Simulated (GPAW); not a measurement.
## A 7-layer slab of Hf(0001) in an electric field

Aim: the dipole that a field along the normal induces in a 7-layer slab of Hf(0001).

Program: GPAW 26.7.0. Level of theory: GPAW, PAW setups; slab in vacuum, relaxation, in the first sound run; inputs show where later runs differ. Results are calculated unless marked as measured.

## (1) The starting structure

The cell holds 7 atoms: 7 Hf. Cell: a = 3.200 Å, b = 3.200 Å, c = 31.187 Å, α = 90.0°, β = 90.0°, γ = 60.0°. Vacuum lies along c.

## (2) Relaxation

Forces are removed first; all later runs use this geometry. The lowest 3 atoms are held at bulk positions and keep their forces.

File run.py:

```python
import json
import numpy as np
from ase import Atoms
from ase.constraints import FixAtoms
from ase.optimize import BFGS
from gpaw import GPAW, PW

slab = Atoms(
    ['Hf', 'Hf', 'Hf', 'Hf', 'Hf', 'Hf', 'Hf'],
    positions=[
        [0.00000, 0.00000, 8.00000],
        [3.20000, 1.84752, 10.53120],
        [0.00000, 0.00000, 13.06240],
        [3.20000, 1.84752, 15.59360],
        [0.00000, 0.00000, 18.12480],
        [3.20000, 1.84752, 20.65600],
        [0.00000, 0.00000, 23.18720]],
    cell=[[3.2, 0.0, 0.0], [1.6, 2.77128, 0.0], [0.0, 0.0, 31.1872]],
    pbc=[True, True, False])

slab.calc = GPAW(mode=PW(400), xc='PBE', kpts={'size': (11, 11, 1), 'gamma': True},
                 occupations={'name': 'fermi-dirac', 'width': 0.1}, nbands='160%',
                 convergence={'density': 1e-05}, maxiter=200,
                 poissonsolver={'dipolelayer': 'xy'},
                 symmetry={'tolerance': 1e-3, 'extra_ids': [1, 1, 1, 0, 0, 0, 0]}, txt='slab.txt')
result = {}
slab.set_constraint(FixAtoms([0, 1, 2]))
path = []
opt = BFGS(slab, maxstep=0.2)
opt.attach(lambda: path.append((slab.get_potential_energy(), slab.positions.tolist(), slab.get_forces().tolist())))
result['relaxed'] = bool(opt.run(fmax=0.03, steps=40))
result['path'] = path
energy = slab.get_potential_energy()
fermi = slab.calc.get_fermi_level()
v = slab.calc.get_electrostatic_potential().mean((0, 1)) - fermi
n = slab.calc.get_pseudo_density().mean((0, 1))
L = slab.cell[2, 2]
z = np.arange(len(v)) * L / len(v)
low, high = slab.positions[:, 2].min(), slab.positions[:, 2].max()
below, above = np.interp([low - 5.8, high + 5.8], z, v)
slopes = [np.interp(x, z, np.gradient(v, z)) for x in (low - 5.8, high + 5.8)]
eps = np.array([[slab.calc.get_eigenvalues(k, s) for k in range(len(slab.calc.get_ibz_k_points()))]
                for s in range(slab.calc.get_number_of_spins())]) - fermi
top, bottom = eps[eps < 0].max(), eps[eps > 0].min()
dipole = slab.get_dipole_moment()[2]
print(f'energy {energy:.4f} eV, Fermi level {fermi:.4f} eV, dipole {dipole:.5f} e A')
print(f'potential 5.8 A off the faces, from the Fermi level: lower {below:.4f} eV, upper {above:.4f} eV')
print(f'slope of the potential there: lower {slopes[0]:.5f}, upper {slopes[1]:.5f} eV/A')
print(f'nearest levels on the mesh: {top:.4f} and {bottom:.4f} eV')
print('magnetic moment', round(slab.get_magnetic_moment(), 3))
result.update(energy=energy, fermi=fermi, dipole=dipole, below=below, above=above, slopes=slopes, edges=[top, bottom],
              z=z.tolist(), v=v.tolist(), n=n.tolist(), positions=slab.positions.tolist(),
              forces=slab.get_forces(apply_constraint=False).tolist(), moments=slab.get_magnetic_moments().tolist())
json.dump(result, open('result.json', 'w'))
```

Started as:

```bash
> OMP_NUM_THREADS=1 OPENBLAS_NUM_THREADS=1 python run.py
```

The program printed:

```text
Step          Energy          fmax
BFGS:    0      -50.693640        0.710518
BFGS:    1      -50.704802        0.638770
BFGS:    2      -50.738566        0.332768
BFGS:    3      -50.744939        0.080250
BFGS:    4      -50.745401        0.047118
BFGS:    5      -50.745473        0.044658
BFGS:    6      -50.745674        0.032526
BFGS:    7      -50.745846        0.029744
energy -50.6122 eV, Fermi level 3.8451 eV, dipole 0.00049 e A
potential 5.8 A off the faces, from the Fermi level: lower 4.3653 eV, upper 4.3345 eV
slope of the potential there: lower -0.00027, upper 0.00028 eV/A
nearest levels on the mesh: -0.0106 and 0.0199 eV
magnetic moment 0.0
```

Run time: 20 min. Hardware: 1 thread of Intel Xeon Platinum 8488C (Sapphire Rapids), shared host; peak memory 0.3 GiB.

The steps of the relaxation:

```
step  energy less that of the first step (eV)  largest force (eV/Å)
   1                                   0.0000                0.7105
   2                                  -0.0122                0.6388
   3                                  -0.0551                0.3328
   4                                  -0.0587                0.0803
   5                                  -0.0597                0.0471
   6                                  -0.0599                0.0447
   7                                  -0.0602                0.0325
   8                                  -0.0605                0.0297
```

The atoms that moved most (Å):

```
atom     dx     dy      dz  length
 Hf6  0.000  0.000   0.082   0.082
 Hf7  0.000  0.000  -0.070   0.070
 Hf4  0.000  0.000   0.011   0.011
 Hf5  0.000  0.000  -0.007   0.007
```

The relaxed structure:

```cif
data_structure
_symmetry_space_group_name_H-M 'P 1'
_symmetry_Int_Tables_number 1
_cell_length_a 3.2000
_cell_length_b 3.2000
_cell_length_c 31.1872
_cell_angle_alpha 90.000
_cell_angle_beta 90.000
_cell_angle_gamma 60.000
_cell_volume 276.57
loop_
_atom_site_label
_atom_site_type_symbol
_atom_site_fract_x
_atom_site_fract_y
_atom_site_fract_z
_atom_site_occupancy
Hf1 Hf 0.00000 0.00000 0.25652 1
Hf2 Hf 0.66667 0.66667 0.33768 1
Hf3 Hf 0.00000 0.00000 0.41884 1
Hf4 Hf 0.66667 0.66667 0.50036 1
Hf5 Hf 0.00000 0.00000 0.58095 1
Hf6 Hf 0.66667 0.66667 0.66494 1
Hf7 Hf 0.00000 0.00000 0.74123 1
```

This step gave:

| Quantity | Value |
| --- | --- |
| dipole along the normal | 4.90e-4 e·Å |
| levels nearest the Fermi level on the mesh | -0.01065, 0.01992 eV from the Fermi level |
| upper work function | 4.334 eV |
| lower work function | 4.365 eV |

The electrostatic potential energy of an electron (without an applied field's), less the Fermi level, planar mean oscillates, so the rows of the table below give means over windows of 2.49 Å about each position, cut where the curve ends. Its maxima inside the range that stand out by 2 % of the span (Å: eV): 9.3: -0.442, 11.8: -0.656, 14.3: -0.654, 16.9: -0.804, 19.4: -0.209, 21.9: -1.47. Its minima: 8.0: -22.8, 10.5: -22.6, 13.1: -22.5, 15.6: -22.7, 18.1: -22.6, 20.7: -22.4, 23.2: -22.6.

Table of electrostatic potential energy of an electron (without an applied field's), less the Fermi level, planar mean by z; means over each step:

z (Å), electrostatic potential energy of an electron (without an applied field's), less the Fermi level, planar mean (eV) and a bar from the least value:
```
     1.25        4.4 ##############################
     3.74        4.4 ##############################
     6.23        1.2 ########################
     8.71       -9.9 #
    11.21       -9.9 #
    13.70       -9.9 #
    16.19      -10.0 #
    18.68       -9.7 #
    21.17      -10.3 
    23.66       -9.1 ##
    26.15        4.1 #############################
    28.64        4.3 ##############################
```

The pseudo valence density, planar mean oscillates, so the rows of the table below give means over windows of 2.6 Å about each position, cut where the curve ends. Its maxima inside the range that stand out by 2 % of the span (Å: e/Å³): 8.0: 1.18, 10.6: 1.15, 13.0: 1.16, 15.6: 1.18, 18.2: 1.16, 20.8: 1.17, 23.2: 1.17. Its minima: 9.3: 0.193, 11.7: 0.192, 14.3: 0.187, 16.9: 0.192, 19.5: 0.175, 21.9: 0.224.

The pseudo valence density, planar mean by z; means over each step:

z (Å), pseudo valence density, planar mean (e/Å³) and a bar:
```
     1.30       0.00 
     3.90       0.00 
     6.50       0.17 #########
     9.10       0.55 ###########################
    11.70       0.55 ###########################
    14.30       0.55 ###########################
    16.90       0.56 ############################
    19.50       0.51 #########################
    22.10       0.61 ##############################
    24.70       0.14 #######
    27.30       0.00 
    29.90       0.00
```

The relaxation lowered the energy of the cell by 0.0605 eV (energies extrapolated to zero smearing; the optimiser's log prints free energies). The largest force left on a free atom is 0.030 eV/Å.

## (3) The slab's potential

With the geometry fixed, the planar mean of the potential gives the vacuum level on each side.

This step: GPAW, PAW setups; slab in vacuum (GPAW 26.7.0).

run.py, as its differences from that of step 2:

```diff
@@ -3,4 +3,2 @@
 from ase import Atoms
-from ase.constraints import FixAtoms
-from ase.optimize import BFGS
 from gpaw import GPAW, PW
@@ -13,6 +11,6 @@
         [0.00000, 0.00000, 13.06240],
-        [3.20000, 1.84752, 15.59360],
-        [0.00000, 0.00000, 18.12480],
-        [3.20000, 1.84752, 20.65600],
-        [0.00000, 0.00000, 23.18720]],
+        [3.20000, 1.84752, 15.60497],
+        [-0.00000, -0.00000, 18.11827],
+        [3.20000, 1.84752, 20.73775],
+        [-0.00000, -0.00000, 23.11687]],
     cell=[[3.2, 0.0, 0.0], [1.6, 2.77128, 0.0], [0.0, 0.0, 31.1872]],
@@ -24,10 +22,4 @@
                  poissonsolver={'dipolelayer': 'xy'},
-                 symmetry={'tolerance': 1e-3, 'extra_ids': [1, 1, 1, 0, 0, 0, 0]}, txt='slab.txt')
+                 symmetry={'tolerance': 1e-3}, txt='slab.txt')
 result = {}
-slab.set_constraint(FixAtoms([0, 1, 2]))
-path = []
-opt = BFGS(slab, maxstep=0.2)
-opt.attach(lambda: path.append((slab.get_potential_energy(), slab.positions.tolist(), slab.get_forces().tolist())))
-result['relaxed'] = bool(opt.run(fmax=0.03, steps=40))
-result['path'] = path
 energy = slab.get_potential_energy()
```

The program printed:

```text
energy -50.6122 eV, Fermi level 3.8451 eV, dipole 0.00058 e A
potential 5.8 A off the faces, from the Fermi level: lower 4.3647 eV, upper 4.3348 eV
slope of the potential there: lower -0.00028, upper 0.00029 eV/A
nearest levels on the mesh: -0.0106 and 0.0199 eV
magnetic moment 0.0
```

Elapsed: 3 min, on 1 thread; peak memory 0.31 GiB.

This step gave:

* dipole along the normal: 5.79e-4 e·Å
* levels nearest the Fermi level on the mesh: -0.01056, 0.01993 eV from the Fermi level
* upper work function: 4.335 eV

The electrostatic potential energy of an electron (without an applied field's), less the Fermi level, planar mean oscillates, so the rows of the table below give means over windows of 2.49 Å about each position, cut where the curve ends. Its maxima inside the range that stand out by 2 % of the span (Å: eV): 9.3: -0.443, 11.8: -0.656, 14.3: -0.654, 16.9: -0.804, 19.4: -0.209, 21.9: -1.47. Its minima: 8.0: -22.8, 10.5: -22.6, 13.1: -22.5, 15.6: -22.7, 18.1: -22.6, 20.7: -22.4, 23.2: -22.6.

Table of electrostatic potential energy of an electron (without an applied field's), less the Fermi level, planar mean by z; means over each step:

z (Å), electrostatic potential energy of an electron (without an applied field's), less the Fermi level, planar mean (eV) and a bar from the least value:
```
     1.25        4.4 ##############################
     3.74        4.4 ##############################
     6.23        1.2 ########################
     8.71       -9.9 #
    11.21       -9.9 #
    13.70       -9.9 #
    16.19      -10.0 #
    18.68       -9.7 #
    21.17      -10.3 
    23.66       -9.1 ##
    26.15        4.1 #############################
    28.64        4.3 ##############################
```

The pseudo valence density, planar mean oscillates, so the rows of the table below give means over windows of 2.6 Å about each position, cut where the curve ends. Its maxima inside the range that stand out by 2 % of the span (Å: e/Å³): 8.0: 1.18, 10.6: 1.15, 13.0: 1.16, 15.6: 1.18, 18.2: 1.16, 20.8: 1.17, 23.2: 1.17. Its minima: 9.3: 0.193, 11.7: 0.192, 14.3: 0.187, 16.9: 0.192, 19.5: 0.175, 21.9: 0.224.

The pseudo valence density, planar mean by z; means over each step:

```
z (Å)  pseudo valence density, planar mean (e/Å³)
 1.30                                      1.9e-6
 3.90                                      6.6e-4
 6.50                                       0.175
 9.10                                       0.549
11.70                                       0.549
14.30                                       0.545
16.90                                       0.558
19.50                                       0.511
22.10                                       0.609
24.70                                       0.145
27.30                                      5.5e-4
29.90                                      1.7e-6
```

Force by atom:

```
atom  x (eV/Å)  y (eV/Å)  z (eV/Å)   size
 Hf1     0.000     0.000     0.549  0.549
 Hf2     0.000     0.000    -0.701  0.701
 Hf3     0.000     0.000     0.132  0.132
 Hf4     0.000     0.000     0.013  0.013
 Hf5     0.000     0.000     0.018  0.018
 Hf6     0.000     0.000    -0.030  0.030
 Hf7     0.000     0.000     0.021  0.021
```

The potential is flat to 2.9e-4 eV/Å where it is read, so the vacuum is wide enough.

## (4) Field on

A uniform field along the normal polarises the slab; the atoms stay fixed, so this is the electronic response alone.

run.py, as its differences from that of step 3:

```diff
@@ -4,2 +4,3 @@
 from gpaw import GPAW, PW
+from gpaw.external import ConstantElectricField
 
@@ -22,2 +23,3 @@
                  poissonsolver={'dipolelayer': 'xy'},
+                 external=ConstantElectricField(-0.2, [0, 0, 1]),
                  symmetry={'tolerance': 1e-3}, txt='slab.txt')
```

The program printed:

```text
energy -50.6313 eV, Fermi level 3.8469 eV, dipole -0.19328 e A
potential 5.8 A off the faces, from the Fermi level: lower 2.3744 eV, upper 6.3179 eV
slope of the potential there: lower -0.00014, upper 0.00056 eV/A
nearest levels on the mesh: -0.0110 and 0.0195 eV
magnetic moment 0.0
```

It took 11 min on 1 thread; peak memory 0.68 GiB.

Numbers from this step:

* dipole along the normal: -0.1933 e·Å
* levels nearest the Fermi level on the mesh: -0.01105, 0.01951 eV from the Fermi level
* potential below the slab, the applied field's own ramp left out: 2.374 eV from the Fermi level
* potential above the slab, the applied field's own ramp left out: 6.318 eV from the Fermi level

The electrostatic potential energy of an electron (without an applied field's), less the Fermi level, planar mean oscillates, so the rows of the table below give means over windows of 2.54 Å about each position, cut where the curve ends. Its maxima inside the range that stand out by 2 % of the span (Å: eV): 9.3: -1.70, 11.8: -1.41, 14.3: -0.913, 16.9: -0.545, 19.4: 0.548, 22.0: -0.202, 30.8: 6.32. Its minima: 8.0: -24.3, 10.5: -23.6, 13.1: -23.0, 15.6: -22.7, 18.1: -22.1, 20.7: -21.4, 23.1: -21.1.

The electrostatic potential energy of an electron (without an applied field's), less the Fermi level, planar mean by z; means over each step:

```
z (Å)  electrostatic potential energy of an electron (without an applied field's), less the Fermi level, planar mean (eV)
 1.27                                                                                                                2.52
 3.81                                                                                                                2.36
 6.35                                                                                                               -1.65
 8.89                                                                                                               -11.2
11.43                                                                                                               -10.7
13.97                                                                                                               -10.2
16.51                                                                                                               -9.88
19.05                                                                                                               -8.62
21.59                                                                                                               -9.71
24.13                                                                                                               -4.32
26.67                                                                                                                6.23
29.21                                                                                                                6.32
```

Force by atom:

```
atom  x (eV/Å)  y (eV/Å)  z (eV/Å)   size
 Hf1     0.000     0.000     0.541  0.541
 Hf2     0.000     0.000    -0.700  0.700
 Hf3     0.000     0.000     0.130  0.130
 Hf4     0.000     0.000     0.012  0.012
 Hf5     0.000     0.000     0.020  0.020
 Hf6     0.000     0.000    -0.034  0.034
 Hf7     0.000     0.000     0.028  0.028
```

The dipole is now -0.193 e Å, against 5.8e-4 in the run without a field.

## (5) In a field

run.py, as its differences from that of step 4:

```diff
@@ -23,3 +23,3 @@
                  poissonsolver={'dipolelayer': 'xy'},
-                 external=ConstantElectricField(-0.2, [0, 0, 1]),
+                 external=ConstantElectricField(-0.1, [0, 0, 1]),
                  symmetry={'tolerance': 1e-3}, txt='slab.txt')
```

The program printed:

```text
energy -50.6169 eV, Fermi level 3.8468 eV, dipole -0.09587 e A
potential 5.8 A off the faces, from the Fermi level: lower 3.3678 eV, upper 5.3240 eV
slope of the potential there: lower -0.00019, upper 0.00040 eV/A
nearest levels on the mesh: -0.0108 and 0.0197 eV
magnetic moment 0.0
```

Wall time 10 min (1 thread); peak memory 0.67 GiB.

Numbers from this step:

```yaml
dipole_along_the_normal: -0.09587 e·Å
levels_nearest_the_fermi_level_on_the_mesh: -0.01076, 0.01973 eV from the Fermi level
potential_below_the_slab_the_applied_field_s_own_ramp_left_out: 3.368 eV from the Fermi level
potential_above_the_slab_the_applied_field_s_own_ramp_left_out: 5.324 eV from the Fermi level
```

The electrostatic potential energy of an electron (without an applied field's), less the Fermi level, planar mean oscillates, so the rows of the table below give means over windows of 2.49 Å about each position, cut where the curve ends. Its maxima inside the range that stand out by 2 % of the span (Å: eV): 9.3: -1.07, 11.8: -1.03, 14.3: -0.783, 16.9: -0.675, 19.4: 0.170, 21.9: -0.839, 30.8: 5.32. Its minima: 8.0: -23.6, 10.5: -23.1, 13.1: -22.8, 15.6: -22.7, 18.1: -22.3, 20.7: -21.9, 23.2: -21.9.

Electrostatic potential energy of an electron (without an applied field's), less the Fermi level, planar mean against z; means over each step:

```
z (Å)  electrostatic potential energy of an electron (without an applied field's), less the Fermi level, planar mean (eV)
 1.25                                                                                                                3.44
 3.74                                                                                                                3.35
 6.23                                                                                                               0.267
 8.71                                                                                                               -10.5
11.21                                                                                                               -10.3
13.70                                                                                                               -10.1
16.19                                                                                                               -9.97
18.68                                                                                                               -9.38
21.17                                                                                                               -9.76
23.66                                                                                                               -8.32
26.15                                                                                                                5.08
28.64                                                                                                                5.32
```

Force by atom:

```
atom  x (eV/Å)  y (eV/Å)  z (eV/Å)   size
 Hf1     0.000     0.000     0.545  0.545
 Hf2     0.000     0.000    -0.701  0.701
 Hf3     0.000     0.000     0.130  0.130
 Hf4     0.000     0.000     0.013  0.013
 Hf5     0.000     0.000     0.019  0.019
 Hf6     0.000     0.000    -0.032  0.032
 Hf7     0.000     0.000     0.023  0.023
```

The dipole is now -0.0959 e Å, against 5.8e-4 in the run without a field.

(Continued in part 2 of 2.)

[Logs are printed without paths, hosts, clocks, repeated set-up lines and the standing remarks that a program may print on its own settings, such as how far it seeks lower states.]

[Hosts, paths, dates, database ids (printed as entryN), source tags and the programs' standing remarks are cut or masked in the printed files.]
